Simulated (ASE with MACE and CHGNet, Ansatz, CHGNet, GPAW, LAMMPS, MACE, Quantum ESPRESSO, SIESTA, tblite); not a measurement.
**Machine-learned potentials runs on glassy 68SiO2-14MgO-11ZnO-7BaO (mol %) (75 atoms)**

Aim: run glassy 68SiO2-14MgO-11ZnO-7BaO (mol %) (75 atoms) in machine-learned potentials and see how near its forces come to a plane-wave reference, and at what cost.

Program: ASE with MACE and CHGNet. Level of theory: the method is named at each step. Results are calculated unless marked as measured.

### Step 1. Starting point

The cell holds 75 atoms: 19 Si, 4 Mg, 3 Zn, 2 Ba and 47 O. Its edges and angles: a = 10.675 Å, b = 10.675 Å, c = 10.675 Å, α = 90.0°, β = 90.0°, γ = 90.0°. 75 atoms (19 Si, 4 Mg, 3 Zn, 2 Ba, 47 O) placed at random at 2.53 g/cm³, melted at 4000 K for 10 ps at fixed volume with the Morse and Coulomb pair potential with partial charges (Pedone, Malavasi, Menziani, Cormack and Segre, J. Phys. Chem. B 110, 11780 (2006)). Quenched from 4000 K to 300 K at 25 K/ps and fixed volume, held 5 ps, then minimised at fixed cell.

The yardstick, on the same geometry:

```
method                                           : Kohn-Sham DFT, PBE, PAW, plane waves (Ansatz 0.2.0); cutoff 420 eV, Γ point, fermi-dirac smearing of 0.05 eV; PAW set soft_2
r.m.s. force component                           : 0.8257 eV/Å
longest force                                    : 2.837 eV/Å
pressure                                         : 0.3664 GPa
gap (highest filled to lowest empty level) : 2.296 eV
SCF cycles                                       : 10
time                                             : 18 s on 4 threads of Arm Neoverse V1, shared host
CPU time                                         : 62 s
```

### Step 2. MACE MP-0b3 medium potential

Method: machine-learned interatomic potential MACE MP-0b3 medium, trained on PBE(+U) plane-wave data.

File run.py:

```python
import numpy as np
from ase.io import read
import mlip  # loads the published weights by name

atoms = read("structure.xyz")
atoms.calc = mlip.calc("mace-mp-0b3-medium")
energy = atoms.get_potential_energy()
forces = atoms.get_forces()
print(f"energy {energy:.6f} eV")
print("forces (eV/A)")
for i, (a, f) in enumerate(zip(atoms, forces)):
    print(f"{i:4d} {a.symbol:2s} {f[0]:10.5f} {f[1]:10.5f} {f[2]:10.5f}")
stress = -atoms.get_stress(voigt=False) * 160.21766
print("stress (GPa, compression positive)")
for row in stress:
    print(" ".join(f"{x:10.4f}" for x in row))
```

File structure.xyz:

```xyz
75
Lattice="10.67530 0.00000 0.00000 0.00000 10.67530 0.00000 0.00000 0.00000 10.67530" Properties=species:S:1:pos:R:3 pbc="T T T"
Si 3.56342 9.52013 4.23916
Si 3.74714 4.18931 1.37306
Si 8.95754 3.20793 0.20689
Si 9.42640 6.08150 9.51340
Si 7.96858 1.98230 5.92810
Si 2.45062 9.88255 8.81139
Si 1.18432 10.58456 5.97432
Si 8.78929 9.63958 5.80267
Si 3.57868 6.27387 3.73273
Si 9.47219 8.24624 1.17556
Si 7.30361 7.61853 7.68547
Si 6.55890 9.40259 1.80744
Si 7.77162 1.12838 8.94836
Si 0.30382 2.88820 5.41430
Si 3.80681 4.42278 8.97633
Si 1.68905 6.78309 8.41534
Si 9.24150 7.05296 4.00900
Si 1.07436 5.82914 5.57646
Si 5.60048 9.50657 9.52514
Mg 7.64031 4.07796 3.36517
Mg 5.76701 5.05967 6.16659
Mg 6.38682 7.22953 4.47829
Mg 10.51400 0.25450 10.38216
Zn 0.53921 3.14366 1.98112
Zn 4.98964 1.30922 2.55983
Zn 1.74637 2.28377 10.23324
Ba 2.64747 8.60600 1.16105
Ba 4.52868 1.48803 6.94620
O 10.59822 9.27299 0.77492
O 3.44535 7.92321 3.74511
O 0.34481 3.07780 3.85400
O 2.93421 3.06467 8.91035
O 7.46983 1.81662 7.48798
O 4.62027 3.15679 2.16890
O 9.46066 2.58054 5.89084
O 9.16058 0.39050 8.97216
O 10.36497 10.00457 5.99407
O 7.03065 2.96368 5.10717
O 1.14557 1.53874 5.80886
O 4.85182 4.37047 7.78357
O 10.45144 2.36650 0.27905
O 5.56493 9.21342 0.42883
O 8.35385 6.62851 8.43840
O 2.26797 3.51762 1.13094
O 0.81346 4.29595 6.06058
O 6.51642 0.24009 2.17904
O 6.51748 0.13376 9.22880
O 2.24523 5.78868 4.48544
O 1.56084 6.75330 6.81330
O 0.27126 6.28423 8.96544
O 4.54821 9.81071 5.40352
O 10.41034 6.43785 4.93434
O 2.83974 5.75196 8.83488
O 4.86997 5.82882 4.51224
O 1.98016 10.31490 7.36372
O 8.04309 6.01329 3.87716
[... 15 atom lines left out ...]
O 7.93623 2.27000 10.08997
O 4.31261 4.49398 10.54357
O 9.21428 4.56519 10.01204
O 3.77489 10.47941 2.97595
```

On the command line:

```console
$ OMP_NUM_THREADS=1 python run.py > output.txt
```

The program printed:

```text
energy -542.721327 eV
forces (eV/A)
   0 Si   -0.32207    0.30131    0.67533
   1 Si   -0.83976    0.09787   -0.66875
   2 Si    0.72029    0.20264   -0.62685
   3 Si    0.40255    0.77934    0.50687
   4 Si    1.83650   -1.39462    0.83233
   5 Si   -0.05586   -1.11995   -0.38162
   6 Si   -0.47993    0.36767   -0.78082
   7 Si    0.52766   -0.14995    0.07047
   8 Si   -0.92198    0.20544    0.03615
   9 Si   -1.17709   -0.23929    0.43573
  10 Si    0.98152    0.85777    0.37754
  11 Si    0.46958   -1.10789   -0.41116
  12 Si    1.38769   -0.34150    0.13547
  13 Si   -0.39954   -0.21438   -0.63289
  14 Si   -1.03912    0.07490    0.81835
  15 Si   -0.13471   -0.75934   -0.23625
  16 Si    0.65024    0.65488    0.06580
  17 Si   -0.06649   -0.41378   -0.03843
  18 Si    1.08406    0.14542    0.21189
  19 Mg    0.69358   -0.10213   -0.18113
  20 Mg   -0.42661    0.26479    0.74537
  21 Mg    0.27100    0.79260   -0.51776
  22 Mg   -1.01151   -0.43424   -0.26364
  23 Zn    0.04620    0.19098    1.21758
[...]
67 O     0.00538    0.42919    0.71232
  68 O    -0.13023    0.49737   -0.42899
  69 O    -0.09070    0.81162   -0.49034
  70 O    -0.60416    0.32994   -0.29861
  71 O    -1.47026    0.41232    0.14055
  72 O     0.88681    0.73782    0.23907
  73 O    -0.01506   -0.00073   -0.61904
  74 O    -0.61322    0.26400   -1.89423
stress (GPa, compression positive)
    1.4730     0.7886     0.1492
    0.7886    -1.9683    -0.4572
    0.1492    -0.4572     2.2104
```

Elapsed: 8.9 s, on 1 thread of Arm Neoverse V1, shared host; peak memory 0.92 GiB.

Banners, paths, timers and routine set-up lines are dropped from the logs unmarked, and long logs keep their key lines alone; longer cuts are marked.

Numbers from this run, and their distance from the reference:

```
r.m.s. force component                  : 0.7922 eV/Å
r.m.s. difference of force components   : 107.2 meV/Å
longest difference of force vectors     : 585.9 meV/Å
force difference over r.m.s. force      : 12.98 %
slope of forces against the reference's : 0.9519
correlation of force components         : 0.9921
pressure                                : 0.5717 GPa
pressure difference                     : 0.2053 GPa
```

Length of the force difference by element (eV/Å):

| element | atoms | mean | most |
| --- | --- | --- | --- |
| Ba | 2 | 0.21 | 0.26 |
| Mg | 4 | 0.23 | 0.31 |
| O | 47 | 0.12 | 0.32 |
| Si | 19 | 0.21 | 0.59 |
| Zn | 3 | 0.29 | 0.36 |

A closer look about O54, which bears the longest force: 10 atoms, nearest first, numbered in the order of the input, with positions taken from that point.

```
atom      x      y      z  distance (Å)     Fx     Fy  Fz (eV/Å)
 O54   0.00   0.00   0.00          0.00   2.42  -0.53       1.28
 Si9  -1.29   0.45  -0.78          1.57  -0.92   0.21       0.04
Mg21   0.90  -0.77   1.65          2.03  -0.43   0.26       0.75
Mg22   1.52   1.40  -0.03          2.06   0.27   0.79      -0.52
 O48  -2.62  -0.04  -0.03          2.63  -0.13  -0.40      -0.31
 O70  -1.31  -0.21  -2.29          2.64  -0.09   0.81      -0.49
 O30  -1.42   2.09  -0.77          2.65  -0.40  -0.16      -1.12
 O66   1.77   1.01   1.98          2.84  -1.16  -1.46      -1.66
 O56   3.17   0.18  -0.64          3.24  -1.80  -1.27       0.07
 O67   1.28   2.54  -1.60          3.26  -0.66  -1.35       1.10
```

Atoms are counted from 1 here, from 0 in the log.

Forces lie 13 % from the reference's, at 0.14 times its CPU time (on 1 against 4 cores).

### Step 3. MACE MP-0b2 small potential

Method: machine-learned interatomic potential MACE MP-0b2 small, trained on PBE(+U) plane-wave data.

run.py, as its differences from that of step 2:

```diff
@@ -5,3 +5,3 @@
 atoms = read("structure.xyz")
-atoms.calc = mlip.calc("mace-mp-0b3-medium")
+atoms.calc = mlip.calc("mace-mp-0b2-small")
 energy = atoms.get_potential_energy()
```

structure.xyz is that of step 2.

The program printed:

```text
energy -543.128914 eV
forces (eV/A)
   0 Si   -0.35062    0.39309    0.69634
   1 Si   -0.81389    0.15020   -0.68530
   2 Si    0.64013    0.21341   -0.56219
   3 Si    0.38965    0.78351    0.54015
   4 Si    1.70617   -1.40319    0.72193
   5 Si   -0.17436   -0.99300   -0.24047
   6 Si   -0.55915    0.49693   -0.70593
   7 Si    0.49778   -0.21606    0.14673
   8 Si   -0.82885    0.11387   -0.01941
   9 Si   -1.06772   -0.32302    0.51844
  10 Si    0.95824    0.87778    0.23496
  11 Si    0.58035   -0.90520   -0.57507
  12 Si    1.56155   -0.33788    0.16849
  13 Si   -0.32746   -0.25788   -0.41332
  14 Si   -0.86261    0.15039    0.88062
  15 Si   -0.16889   -0.77747   -0.17451
  16 Si    0.68286    0.68878   -0.06171
  17 Si   -0.09872   -0.48314   -0.09361
  18 Si    1.07784    0.03606    0.19164
  19 Mg    0.66932    0.00599   -0.25094
  20 Mg   -0.47364    0.29165    0.62272
  21 Mg    0.28788    0.65560   -0.49442
  22 Mg   -1.04610   -0.35675   -0.31218
  23 Zn    0.00814    0.23014    1.50670
[...]
67 O     0.00900    0.43793    0.75970
  68 O    -0.23645    0.49557   -0.41248
  69 O    -0.11081    0.78400   -0.50168
  70 O    -0.64021    0.36905   -0.30535
  71 O    -1.48800    0.46751    0.14785
  72 O     0.77485    0.68803    0.11203
  73 O     0.00634    0.01314   -0.70207
  74 O    -0.67120    0.16894   -1.83547
stress (GPa, compression positive)
    1.5765     0.7674     0.0776
    0.7674    -1.9654    -0.6056
    0.0776    -0.6056     2.3583
```

Run time: 7.4 s. Hardware: 1 thread; peak memory 0.66 GiB.

Compared with the plane-wave run:

```
r.m.s. force component                  : 0.7874 eV/Å
r.m.s. difference of force components   : 125.6 meV/Å
longest difference of force vectors     : 566.2 meV/Å
force difference over r.m.s. force      : 15.21 %
slope of forces against the reference's : 0.9431
correlation of force components         : 0.989
pressure                                : 0.6565 GPa
pressure difference                     : 0.2901 GPa
```

Against the first run (13 %), the force difference from the reference is 15 %, at 0.80 times the CPU time.

### Step 4. CHGNet r2SCAN potential

Method: machine-learned interatomic potential CHGNet r2SCAN, trained on r2SCAN plane-wave data.

run.py, as its differences from that of step 3:

```diff
@@ -5,3 +5,3 @@
 atoms = read("structure.xyz")
-atoms.calc = mlip.calc("mace-mp-0b2-small")
+atoms.calc = mlip.calc("chgnet-r2scan")
 energy = atoms.get_potential_energy()
```

structure.xyz is that of step 3.

The program printed:

```text
CHGNet vr2scan initialized with 412,525 parameters
CHGNet will run on cpu
energy -756.905823 eV
forces (eV/A)
   0 Si   -0.25763    0.21503    0.54847
   1 Si   -0.50566    0.08703   -0.48238
   2 Si    0.76731    0.16287   -0.41095
   3 Si    0.39548    0.58004    0.53841
   4 Si    1.42985   -1.01614    0.60513
   5 Si    0.00496   -0.72214   -0.11887
   6 Si   -0.31175    0.39183   -0.81825
   7 Si    0.26874   -0.18045    0.14218
   8 Si   -0.75662    0.23546   -0.07584
   9 Si   -1.05739   -0.26491    0.42094
  10 Si    0.88630    0.82754    0.17715
  11 Si    0.42598   -0.88972   -0.44506
  12 Si    1.22248   -0.37816   -0.05291
  13 Si   -0.45730   -0.22454   -0.54724
  14 Si   -0.79075    0.24249    0.96059
  15 Si   -0.10625   -0.70992   -0.11609
  16 Si    0.53781    0.62969   -0.04908
  17 Si    0.02314   -0.37175   -0.14368
  18 Si    1.00698    0.11530    0.27375
  19 Mg    0.66021    0.06244   -0.13924
  20 Mg   -0.39113    0.18952    0.46289
  21 Mg    0.08544    0.58477   -0.61234
  22 Mg   -0.82363   -0.17247   -0.28013
  23 Zn    0.09450    0.08664    1.03529
[...]
67 O     0.08203    0.29259    0.45226
  68 O    -0.04576    0.20954   -0.28661
  69 O    -0.02629    0.46399   -0.28389
  70 O    -0.36384    0.31146   -0.14464
  71 O    -0.92337    0.38729    0.12746
  72 O     0.48763    0.47291    0.02427
  73 O    -0.04842    0.14208   -0.56816
  74 O    -0.39215    0.26862   -1.43028
stress (GPa, compression positive)
   -2.0358     0.5175     0.2036
    0.5175    -4.8925    -0.3478
    0.2036    -0.3478    -1.5685
```

It took 4 s on 1 thread; peak memory 0.89 GiB.

Numbers from this run, and their distance from the reference:

```
r.m.s. force component                  : 0.5959 eV/Å
r.m.s. difference of force components   : 264.1 meV/Å
longest difference of force vectors     : 919 meV/Å
force difference over r.m.s. force      : 31.99 %
slope of forces against the reference's : 0.7093
correlation of force components         : 0.9828
pressure                                : -2.832 GPa
pressure difference                     : -3.199 GPa
```

Against the first run (13 %), the force difference from the reference is 32 %, at 0.44 times the CPU time; this potential was trained at another functional than the reference's, which explains only part of so large a difference.

### Step 5. The ladder

Differences are against the plane-wave reference, forces as r.m.s. over components; share is that over the reference's r.m.s. force, slope the least-squares factor from reference forces to these. Total energies of different programs have different zeros and aren't compared.

```
                         run  Δ force, r.m.s. (meV/Å)  share (%)  slope  Δ pressure (GPa)  cores  CPU time  memory (GiB)
                   reference                        -          -      -                 -      4      62 s           1.4
MACE MP-0b3 medium potential                      107       13.0  0.952             0.205      1     8.9 s          0.92
 MACE MP-0b2 small potential                      126       15.2  0.943             0.290      1     7.1 s          0.66
     CHGNet r2SCAN potential                      264       32.0  0.709             -3.20      1     3.9 s          0.89
```

Times of the machine-learned potentials are mostly Python's start and the loading of weights.

CPU time is summed over cores on a shared host, where runs went side by side, so it is rough. Symmetry, cutoffs, thresholds, outputs and thread counts weren't matched or tuned between programs; memory under MPI is the largest rank's times the ranks.

### Step 6. Outcome

```yaml
nearest_in_forces: MACE MP-0b3 medium potential, 13 %
its_cpu_time: 8.9 s
```

What this shows: Machine-learned potentials differ by 13 % (MACE MP-0b3 medium potential) to 32 % (CHGNet r2SCAN potential); they were trained on other programs' data, some at another functional. Machine-learned potentials mimic data converged in k, so the reference's own k-point error enters their differences. The quench rate of 25 K/ps is many orders above laboratory rates, so the cell is likely richer in defects and strain than a real sample. The network of bonds at the start is that of the classical potential that made the cell, and needn't be the one that DFT or experiment would give. The reference's stress is far from hydrostatic: its diagonal is 1.4, -2.3, 2.0 GPa, compression counted positive. The electronic-structure runs sample only Γ, in a cell whose shortest periodic width is 11 Å. Spin–orbit coupling is left out, which matters for the levels of the heavy elements.

[Also dropped from logs without a mark: logging warnings of Python, and SIESTA's first energy breakdown and zero terms.]

[Logs are printed without paths, hosts, clocks, repeated set-up lines and the standing remarks that a program may print on its own settings, such as how far it seeks lower states.]

[Hosts, paths, dates, database ids (printed as entryN), source tags and the programs' standing remarks are cut or masked in the printed files.]
